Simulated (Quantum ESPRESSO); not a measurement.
# How volume moves the moments of NiO

Wanted: the trend of the moments of NiO with volume.

Method: PBE with U = 6 eV on Ni d (ortho-atomic projectors); plane waves with GBRV 1.5 PBE potentials, no spin-orbit coupling, in Quantum ESPRESSO 7.5.

## 1. The starting structure

Symmetry: Fm-3m, No. 225, cubic system. The conventional cell has a = 4.177 Å, b = 4.177 Å, c = 4.177 Å, α = 90.00°, β = 90.00°, γ = 90.00°. Nearest to Ni lie 6 O at 2.09 Å. O has 6 Ni at 2.09 Å nearest. Farther neighbours and most contacts between anions are not listed.

As a file:

```cif
data_structure
_symmetry_space_group_name_H-M 'P 1'
_symmetry_Int_Tables_number 1
_cell_length_a 2.9536
_cell_length_b 2.9536
_cell_length_c 2.9536
_cell_angle_alpha 60.000
_cell_angle_beta 60.000
_cell_angle_gamma 60.000
_cell_volume 18.22
loop_
_atom_site_label
_atom_site_type_symbol
_atom_site_fract_x
_atom_site_fract_y
_atom_site_fract_z
_atom_site_occupancy
Ni1 Ni 0.00000 0.00000 0.00000 1
O2 O 0.50000 0.50000 0.50000 1
```

The lattice constants were typed from memory of published values and not checked against a source.

## 2. Volume 0.91, ferro +

All lengths scale alike; the factor is that of the volume. Atoms keep their fractional places. Seeded atoms are those given a starting moment.

File pw.in:

```
&CONTROL
  calculation = 'scf'
  prefix = 'pwscf'
  outdir = './tmp'
  pseudo_dir = './pseudo'
  disk_io = 'nowf'
  tprnfor = .true.
  tstress = .true.
/
&SYSTEM
  ibrav = 0
  celldm(1) = 8
  nat = 2
  ntyp = 2
  ecutwfc = 40
  ecutrho = 280
  nbnd = 20
  occupations = 'smearing'
  smearing = 'fd'
  degauss = 0.00367493
  nspin = 2
  starting_magnetization(1) = 0.1111
  starting_magnetization(2) = 0
/
&ELECTRONS
  conv_thr = 4d-09
  electron_maxstep = 150
  mixing_beta = 0.3
/
ATOMIC_SPECIES
Ni     58.6934 ni_pbe_v1.4.uspp.F.UPF
O      15.9990 o_pbe_v1.2.uspp.F.UPF
CELL_PARAMETERS alat
   0.0000000000000    0.4780688979469    0.4780688979469
   0.4780688979469    0.0000000000000    0.4780688979469
   0.4780688979469    0.4780688979469    0.0000000000000
ATOMIC_POSITIONS crystal
Ni      0.0000000000    0.0000000000    0.0000000000
O       0.5000000000    0.5000000000    0.5000000000
K_POINTS automatic
10 10 10 0 0 0
HUBBARD {ortho-atomic}
U Ni-3d 6.0000
```

On the command line:

```bash
> OMP_NUM_THREADS=1 mpirun -n 4 pw.x -nk 4 -in pw.in > pw.out
```

What it wrote:

```text
Program PWSCF v.7.5 starts

     Message from routine setup:
     using ibrav=0 with symmetry is DISCOURAGED, use correct ibrav instead

     K-points division:     npool     =       4
     Subspace diagonalization in iterative solution of the eigenvalue problem:

     bravais-lattice index     =            0
     lattice parameter (alat)  =       8.0000  a.u.
     unit-cell volume          =     111.8849 (a.u.)^3
     number of atoms/cell      =            2
     number of atomic types    =            2
     number of electrons       =        24.00
     number of Kohn-Sham states=           20
     kinetic-energy cutoff     =      40.0000  Ry
     charge density cutoff     =     280.0000  Ry
     scf convergence threshold =      4.0E-09
     mixing beta               =       0.3000
     number of iterations used =            8  plain     mixing
     Exchange-correlation= SLA  PW   PBE  PBE
                           (   1   4   3   4   0   0   0)
     Hubbard projectors: ortho-atomic
     Hubbard parameters of DFT+U (Dudarev formulation) in eV:
     U(Ni-3d) =  6.0000

     Internal variables: lda_plus_u =T, lda_plus_u_kind = 0

     Internal variables: orbital_resolved =F, hub_pot_fix =F, apply_U = F

     celldm(1)=   8.000000  celldm(2)=   0.000000  celldm(3)=   0.000000
     celldm(4)=   0.000000  celldm(5)=   0.000000  celldm(6)=   0.000000

     crystal axes: (cart. coord. in units of alat)
               a(1) = (   0.000000   0.478069   0.478069 )
               a(2) = (   0.478069   0.000000   0.478069 )
               a(3) = (   0.478069   0.478069   0.000000 )

     reciprocal axes: (cart. coord. in units 2 pi/alat)
               b(1) = ( -1.045874  1.045874  1.045874 )
               b(2) = (  1.045874 -1.045874  1.045874 )
               b(3) = (  1.045874  1.045874 -1.045874 )

     PseudoPot. # 1 for Ni read from file:
     ni_pbe_v1.4.uspp.F.UPF
     Pseudo is Ultrasoft + core correction, Zval = 18.0

     PseudoPot. # 2 for O  read from file:
     o_pbe_v1.2.uspp.F.UPF
     Pseudo is Ultrasoft + core correction, Zval =  6.0

     atomic species   valence    mass     pseudopotential
     Ni               18.00    58.69340     Ni( 1.00)
     O                 6.00    15.99900     O ( 1.00)

     Starting magnetic structure
     atomic species   magnetization
     Ni              0.111
     O               0.000

     48 Sym. Ops., with inversion, found

   Cartesian axes

     site n.     atom                  positions (alat units)
         1        Ni     tau(   1) = (   0.0000000   0.0000000   0.0000000  )
         2        O      tau(   2) = (   0.4780689   0.4780689   0.4780689  )

     number of k points=    47  Fermi-Dirac smearing, width (Ry)=  0.0037
                       cart. coord. in units 2pi/alat
        k(    1) = (   0.0000000   0.0000000   0.0000000), wk =   0.0010000
        k(    2) = (   0.1045874   0.1045874  -0.1045874), wk =   0.0080000
        k(    3) = (   0.2091749   0.2091749  -0.2091749), wk =   0.0080000
        k(    4) = (   0.3137623   0.3137623  -0.3137623), wk =   0.0080000
        k(    5) = (   0.4183497   0.4183497  -0.4183497), wk =   0.0080000
        [... 42 further k-points ...]

     Dense  grid:     8801 G-vectors     FFT dimensions: (  30,  30,  30)

     Smooth grid:     3839 G-vectors     FFT dimensions: (  24,  24,  24)

     Check: negative core charge=   -0.000015
     Generating pointlists ...
     new r_m :   0.1972 (alat units)  1.5776 (a.u.) for type    1
     new r_m :   0.1972 (alat units)  1.5776 (a.u.) for type    2

     Initial potential from superposition of free atoms

     starting charge      22.0000, renormalised to      24.0000

     STARTING HUBBARD OCCUPATIONS:

     =================== HUBBARD OCCUPATIONS ===================
     ------------------------ ATOM    1 ------------------------
     Tr[ns(  1)] (up, down, total) =   5.00000  3.00000  8.00000
     Atomic magnetic moment for atom   1 =   2.00000
     [... lines left out ...]
     Number of occupied Hubbard levels =    8.0000

     Atomic wfc used for Hubbard projectors are orthogonalized

     Starting wfcs are   17 randomized atomic wfcs +    3 random wfcs

     Self-consistent Calculation

     iteration #  1     ecut=    40.00 Ry     beta= 0.30
     Davidson diagonalization with overlap
     ethr =  1.00E-02,  avg # of iterations =  5.9

     =================== HUBBARD OCCUPATIONS ===================
     ------------------------ ATOM    1 ------------------------
     Tr[ns(  1)] (up, down, total) =   3.53007  0.94160  4.47167
     Atomic magnetic moment for atom   1 =   2.58847
     [... lines left out ...]
     Number of occupied Hubbard levels =    4.4717

     total energy              =    -368.48276975 Ry
     estimated scf accuracy    <      24.84663550 Ry

     total magnetization       =     2.78 Bohr mag/cell
     absolute magnetization    =     2.83 Bohr mag/cell

     iteration #  2     ecut=    40.00 Ry     beta= 0.30
     Davidson diagonalization with overlap
     ethr =  1.00E-02,  avg # of iterations =  3.2

     total energy              =    -373.94928944 Ry
     estimated scf accuracy    <       8.86146242 Ry

     total magnetization       =     0.26 Bohr mag/cell
     absolute magnetization    =     0.26 Bohr mag/cell

     [... further iterations left out ...]

     iteration # 11     ecut=    40.00 Ry     beta= 0.30
     Davidson diagonalization with overlap
     ethr =  1.01E-10,  avg # of iterations =  2.0

     total energy              =    -375.39694386 Ry
     estimated scf accuracy    <          7.1E-09 Ry

     total magnetization       =     2.00 Bohr mag/cell
     absolute magnetization    =     2.01 Bohr mag/cell

     iteration # 12     ecut=    40.00 Ry     beta= 0.30
     Davidson diagonalization with overlap
     ethr =  2.97E-11,  avg # of iterations =  2.0

     Magnetic moment per site  (integrated on atomic sphere of radius R)
     atom   1 (R=0.197)  charge= 15.5163  magn=  1.7073
     atom   2 (R=0.197)  charge=  5.6690  magn=  0.2263

     End of self-consistent calculation

     =================== HUBBARD OCCUPATIONS ===================
     ------------------------ ATOM    1 ------------------------
     Tr[ns(  1)] (up, down, total) =   4.97233  3.24358  8.21591
     Atomic magnetic moment for atom   1 =   1.72875
     [... lines left out ...]
     Number of occupied Hubbard levels =    8.2159

     [... lines left out ...]
     the Fermi energy is    16.6797 ev

!    total energy              =    -375.39694677 Ry
     estimated scf accuracy    <          5.5E-10 Ry
     smearing contrib. (-TS)   =      -0.00000000 Ry
     internal energy E=F+TS    =    -375.39694677 Ry

     The total energy is F=E-TS. E is the sum of the following terms:
     one-electron contribution =    -204.16613715 Ry
     hartree contribution      =     118.35739180 Ry
     xc contribution           =     -43.09828959 Ry
     ewald contribution        =    -246.55607407 Ry
     Hubbard energy            =       0.06616224 Ry

     total magnetization       =     2.00 Bohr mag/cell
     absolute magnetization    =     2.01 Bohr mag/cell

     convergence has been achieved in  12 iterations

     Forces acting on atoms (cartesian axes, Ry/au):

     atom    1 type  1   force =    -0.00000000    0.00000000    0.00000000
     atom    2 type  2   force =     0.00000000   -0.00000000   -0.00000000

     Total force =     0.000000     Total SCF correction =     0.000000

     Computing stress (Cartesian axis) and pressure

          total   stress  (Ry/bohr**3)                   (kbar)     P=      380.54
   0.00258688  -0.00000000  -0.00000000          380.54       -0.00       -0.00
  -0.00000000   0.00258688  -0.00000000           -0.00      380.54       -0.00
  -0.00000000  -0.00000000   0.00258688           -0.00       -0.00      380.54

=------------------------------------------------------------------------------=
   JOB DONE.
=------------------------------------------------------------------------------=
```

It took 5.8 s on 4 MPI ranks of Arm Neoverse V2, shared host; peak memory 0.25 GiB; 23 s of CPU time.

Spin moment in the atom's sphere by atom:

```csv
atom,spin moment in the atom's sphere (μB)
Ni1,1.71
O2,0.23
```

Read from the output:

```yaml
smearing_term_ts: 2.04e-10 eV
pressure: 38.05 GPa
magnetization: 2 μB
absolute_magnetization: 2.014 μB
final_state: ferromagnetic
```

## 3. Volume 0.91, antiferro q=(0,0,1/2) +-

The wavevector q is in fractions of the reciprocal vectors of the crystal's primitive cell, as the cells of these inputs are built from it; moments change sign between cells as cos(2π q·R).

File pw.in:

```
&CONTROL
  calculation = 'scf'
  prefix = 'pwscf'
  outdir = './tmp'
  pseudo_dir = './pseudo'
  disk_io = 'nowf'
  tprnfor = .true.
  tstress = .true.
/
&SYSTEM
  ibrav = 0
  celldm(1) = 8
  nat = 4
  ntyp = 3
  ecutwfc = 40
  ecutrho = 280
  nbnd = 33
  occupations = 'smearing'
  smearing = 'fd'
  degauss = 0.00367493
  nspin = 2
  starting_magnetization(1) = 0.1111
  starting_magnetization(2) = -0.1111
  starting_magnetization(3) = 0
/
&ELECTRONS
  conv_thr = 8d-09
  electron_maxstep = 150
  mixing_beta = 0.3
/
ATOMIC_SPECIES
Ni1    58.6934 ni_pbe_v1.4.uspp.F.UPF
Ni2    58.6934 ni_pbe_v1.4.uspp.F.UPF
O      15.9990 o_pbe_v1.2.uspp.F.UPF
CELL_PARAMETERS alat
   0.0000000000000    0.4780688979469    0.4780688979469
   0.4780688979469    0.0000000000000    0.4780688979469
   0.9561377958914    0.9561377958914    0.0000000000000
ATOMIC_POSITIONS crystal
Ni1     0.0000000000    0.0000000000    0.0000000000
Ni2     0.0000000000    0.0000000000    0.5000000000
O       0.5000000000    0.5000000000    0.2500000000
O       0.5000000000    0.5000000000    0.7500000000
K_POINTS automatic
10 10 5 0 0 0
HUBBARD {ortho-atomic}
U Ni1-3d 6.0000
U Ni2-3d 6.0000
```

What it wrote:

```text
     [... lines left out ...]
Program PWSCF v.7.5 starts
     [... lines left out ...]
     number of atoms/cell      =            4
     [... lines left out ...]
     number of electrons       =        48.00
     number of Kohn-Sham states=           33
     kinetic-energy cutoff     =      40.0000  Ry
     charge density cutoff     =     280.0000  Ry
     scf convergence threshold =      8.0E-09
     [... lines left out ...]
     12 Sym. Ops., with inversion, found
     [... lines left out ...]
     number of k points=    58  Fermi-Dirac smearing, width (Ry)=  0.0037
     [... lines left out ...]
     iteration # 16     ecut=    40.00 Ry     beta= 0.30
     [... lines left out ...]
     Magnetic moment per site  (integrated on atomic sphere of radius R)
     atom   1 (R=0.197)  charge= 15.5317  magn=  1.6405
     atom   2 (R=0.197)  charge= 15.5317  magn= -1.6405
     atom   3 (R=0.197)  charge=  5.6558  magn= -0.0000
     atom   4 (R=0.197)  charge=  5.6558  magn= -0.0000
     [... lines left out ...]
     Tr[ns(  1)] (up, down, total) =   4.96200  3.29079  8.25279
     [... lines left out ...]
     Tr[ns(  2)] (up, down, total) =   3.29079  4.96200  8.25279
     [... lines left out ...]
     the Fermi energy is    16.7587 ev
!    total energy              =    -750.81426082 Ry
     estimated scf accuracy    <          1.3E-09 Ry
     smearing contrib. (-TS)   =      -0.00000000 Ry
     [... lines left out ...]
     total magnetization       =    -0.00 Bohr mag/cell
     absolute magnetization    =     3.57 Bohr mag/cell
     convergence has been achieved in  16 iterations
     [... lines left out ...]
     Total force =     0.000001     Total SCF correction =     0.000002
     [... lines left out ...]
          total   stress  (Ry/bohr**3)                   (kbar)     P=      337.99
     [... lines left out ...]
```

Run time: 30 s. Hardware: 4 MPI ranks; peak memory 0.38 GiB; 2 min of CPU time.

Spin moment in the atom's sphere by atom:

```
atom  spin moment in the atom's sphere (μB)
 Ni1                                   1.64
 Ni2                                  -1.64
  O3                                   0.00
  O4                                   0.00
```

This step gave:

```
smearing term TS       : 7.71e-16 eV
pressure               : 33.80 GPa
magnetization          : 0 μB
absolute magnetization : 3.568 μB
final state            : antiferromagnetic
```

(Continued in part 2 of 2.)

[Logs and program files are shortened in this print: banners, set-up blocks, solver, clock and traceback lines can be left out without a mark of their own.]

[Logs are printed without paths, hosts, clocks, repeated set-up lines and the standing remarks that a program may print on its own settings, such as how far it seeks lower states.]

[Hosts, paths, dates, database ids (printed as entryN), source tags and the programs' standing remarks are cut or masked in the printed files.]

[Where a cell is said to come from a database of computed structures, the database is the Materials Project.]
